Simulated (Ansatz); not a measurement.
# RbAlZn2Cl2O3: complex band structure, part 3 of 3

Wanted: the relaxed cell of RbAlZn2Cl2O3, its band edges and its decay constants. It is built by putting Rb for K, Al for B in the KZn2BCl2O3 structure of space group R32, with the volume rescaled by atomic radii. The parent structure comes from the Materials Project.

Ansatz 0.2.0; PBE DFT, plane waves, PAW files (the session's first sound run).

So far, gap on path (eV): step 3 (band edges, PBE) 3.30; step 6 (PBEsol) 3.22.

The structure was built from a prototype and need not be the compound's stable phase.

### Step 7. Complex bands at another level

This step: PBEsol DFT, plane waves, PAW files; complex bands by layer matching along the plane's normal (Ansatz 0.2.0).

The complex bands at that level, over its own gap, at (0, 0) and (-0.5, -0.5).

Contents of input.yaml:

```yaml
crystal:
  lattice:
    - [5.415996422, 0.0, 0.0]
    - [2.707998211, 4.690390488, 0.0]
    - [2.707998211, 1.563463496, 8.757317196]
  atoms:
    - { symbol: Rb, position: [0.5, 0.5, 0.5] }
    - { symbol: Zn, position: [0.6917424149, 0.6917424149, 0.9247727553] }
    - { symbol: Zn, position: [0.3082575851, 0.3082575851, 0.0752272447] }
    - { symbol: Al, position: [0.0, 0.0, 0.0] }
    - { symbol: Cl, position: [0.7795015296, 0.7795015296, 0.6614954112] }
    - { symbol: Cl, position: [0.2204984704, 0.2204984704, 0.3385045888] }
    - { symbol: O, position: [0.0, 0.6846737938, 0.0] }
    - { symbol: O, position: [0.6846737938, 0.3153262062, 0.0] }
    - { symbol: O, position: [0.3153262062, 0.0, 0.0] }
kpoints:
  mp_grid: { grid: [6, 6, 6] }
scf:
  occupations: { method: fixed }
hamiltonian:
  xc: pbesol
output:
  eigenvalues: true
  transmission:
    leads: [[0, 0]]
    kpoints: [[0.0, 0.0], [-0.5, -0.5]]
    e_range: [-1.0, 4.22]
    de: 0.13
```

The run is started by

```sh
$ ansatz run input.yaml --threads 2 --pin off --max-ram 4096MiB --backend cpu --events-out ev --progress --plain --runs-dir out
```

Numbers of over 12 decimals in the logs are rounded to 6 here.

What it wrote:

```text
[...]
Crystal: 9 atoms, lattice volume = 222.463 Å³
Basis set: ecut = 420 eV, 4283 PW (Γ)
Bands: 43, of which v1, the nominal top of the filled ones, is band 34 counted from 1 (33 counted from 0)
Symmetry: 6 space group operations
[...]
k-points: 32 of 216 (time reversal used)
[...]
SCF iter   1: F=—  HF=-14115.987416 eV  |F-HF|=—  |Δ(HF+E_count)|=         —  Δρ=7.81e-3  dr2=1.27e-1  ethr=1.77e-3  ⟨swp⟩=4.8  Hψ=5257  notcnv=0  defer=212
[...]
SCF iter   8: F=-14115.956388 eV  HF=-14115.956388 eV  |F-HF|=1.48e-7  |Δ(HF+E_count)|=   1.89e-6  Δρ=3.98e-6  dr2=4.81e-8  ethr=1.47e-10  ⟨swp⟩=13.4  Hψ=6898  notcnv=0
SCF 1 converged in 8 iterations: F = -14115.956388 eV  dr2 = 4.81e-8
[...]
transmission: 13 of 26 steps passed
transmission: 26 of 26 steps passed
SCF converged after 8 iterations
Free energy (F): -14115.956388 eV
[...]
Internal energy: -14115.956388 eV  (E = F + TS)
E sigma→0 (E₀):  -14115.956388 eV
Fermi energy:    0.670776 eV
[...]
--- Band table (eV; the first three rows and the last of 32) ---
  k-point 0: bands = [... 30 lower, 0.3385, 0.5498, 0.6348, 0.6348, 3.8950, 6.9669, 7.1274, 8.6610, ... 5 higher]
  k-point 1: bands = [... 30 lower, 0.3692, 0.4902, 0.6154, 0.6306, 3.9807, 6.6232, 7.3462, 8.5305, ... 5 higher]
  k-point 2: bands = [... 30 lower, 0.3588, 0.3885, 0.5879, 0.6025, 4.1734, 6.2076, 7.5647, 8.3097, ... 5 higher]
  k-point 31: bands = [... 30 lower, 0.2662, 0.5178, 0.5771, 0.6546, 6.1964, 6.8782, 7.0159, 7.1994, ... 5 higher]
--- Transmission ---
  basis      : 223 plane waves across, 13 finite elements along
  points     : 2, as listed
[...]
channels       : 0.000000e0 a spin
[...]
slowest decay  : 0.3504 /Å at (0.0000, 0.0000)
```

Wall time 18 s (2 threads of AMD EPYC 9R45, shared host); peak memory 0.86 GiB.

Numbers from this step:

```yaml
level_to_which_the_leads_are_filled: 1.612 eV from the Fermi level
decay_constant_at_the_filling_level_zone_centre: 0.3504 Å⁻¹
decay_constant_at_the_filling_level_slowest_listed_point: 0.3504 Å⁻¹
```

K parallel (0, 0); values up to 1.5 1/Å, a degenerate pair printed once or twice; energies at which all values exceed this have no row. Im kz of the slowest decaying states against energy, zero at the highest filled level on the SCF mesh:

```csv
energy (eV),decay 1 (Å⁻¹),decay 2 (Å⁻¹),decay 3 (Å⁻¹),decay 4 (Å⁻¹)
-1.00,0.144,0.279,0.862,1.01
-0.74,0.167,0.863,0.937,-
-0.61,0.152,0.863,0.893,-
-0.35,0.789,0.861,-,-
-0.22,0.156,0.817,0.859,1.50
0.04,0.177,0.255,0.855,0.921
0.30,0.260,0.454,0.850,0.972
0.43,0.285,0.505,0.847,0.984
0.69,0.320,0.577,0.841,0.996
0.82,0.332,0.604,0.838,0.998
1.08,0.346,0.647,0.830,0.999
1.34,0.352,0.680,0.822,0.997
1.47,0.352,0.693,0.818,0.995
1.73,0.347,0.716,0.809,0.989
1.86,0.341,0.726,0.804,0.985
2.12,0.324,0.743,0.794,0.977
2.38,0.299,0.756,0.783,0.967
2.51,0.282,0.761,0.777,0.961
2.77,0.238,0.765,0.770,0.949
2.90,0.207,0.759,0.774,0.943
3.16,0.0984,0.746,0.779,0.929
3.42,0.731,0.783,0.915,-
3.55,0.724,0.784,0.907,-
3.81,0.128,0.708,0.786,0.89
3.94,0.153,0.700,0.785,0.881
4.20,0.177,0.682,0.784,0.863
```

K parallel (-0.5, -0.5); values up to 1.5 1/Å, a degenerate pair printed once or twice; energies at which all values exceed this have no row. The Im kz of the slowest decaying states by energy, zero at the highest filled level on the SCF mesh:

```csv
energy (eV),decay 1 (Å⁻¹),decay 2 (Å⁻¹),decay 3 (Å⁻¹),decay 4 (Å⁻¹)
-1.00,0.112,0.347,0.428,0.807
-0.74,0.187,0.438,0.690,0.821
-0.61,0.163,0.181,0.668,0.841
-0.35,0.0122,0.240,0.692,0.879
-0.22,0.190,0.785,0.882,0.999
0.04,0.179,0.209,0.432,0.872
0.30,0.357,0.551,0.863,0.913
0.43,0.403,0.589,0.857,0.926
0.69,0.470,0.645,0.845,0.943
0.82,0.497,0.666,0.838,0.948
1.08,0.539,0.700,0.825,0.955
1.34,0.573,0.725,0.810,0.959
1.47,0.587,0.735,0.803,0.960
1.73,0.610,0.751,0.788,0.963
1.86,0.619,0.757,0.780,0.964
2.12,0.634,0.764,0.767,0.969
2.38,0.644,0.748,0.773,0.978
2.51,0.647,0.740,0.774,0.986
2.77,0.651,0.723,0.776,1.02
2.90,0.650,0.714,0.775,1.06
3.16,0.646,0.697,0.774,1.05
3.42,0.637,0.678,0.771,1.03
3.55,0.631,0.668,0.769,1.02
3.81,0.613,0.647,0.764,1.00
3.94,0.602,0.636,0.762,0.987
4.20,0.575,0.613,0.756,0.956
```

At the listed wavevectors the last open channel is at -0.09 eV and the next at +3.29 eV on the grid. At +1.60 eV, the grid energy nearest the filling level (the middle of the gap on the SCF mesh), the slowest state at the listed wavevectors decays with κ = 0.350 Å⁻¹, its amplitude falling by e over 2.9 Å; the first such run, plane (001), gave 0.357 Å⁻¹ over as many of its listed wavevectors.

### Step 8. What came out

```yaml
band_gap: 3.30 eV
least_decay_constant_at_mid_gap_normal_to_001: 0.357 Å⁻¹
least_decay_constant_on_a_mesh_normal_to_001: 0.356 Å⁻¹
least_decay_constant_pbesol: 0.350 Å⁻¹
```

What this shows: With PBE, the slowest decay at the wavevectors tried is κ = 0.357 Å⁻¹, normal to (001). Through such a film the transmission near mid-gap falls as exp(−2κd), a factor of ten every 3.2 Å. A free electron under a barrier of half the gap would need a mass of 0.29 mₑ to decay at this rate. With PBEsol the gap goes from 3.30 to 3.22 eV and the decay constant, over the first 2 listed wavevectors (which shift with the band edges), from 0.357 to 0.350 Å⁻¹. The compound is made up by substitution; its stability against other phases and against distortions of the cell's symmetry was not tested. A semilocal functional narrows gaps, so real decay constants are likely larger.

[Logs are printed without paths, hosts, clocks, repeated set-up lines and the standing remarks that a program may print on its own settings, such as how far it seeks lower states.]

[Hosts, paths, dates, database ids (printed as entryN), source tags and the programs' standing remarks are cut or masked in the printed files.]
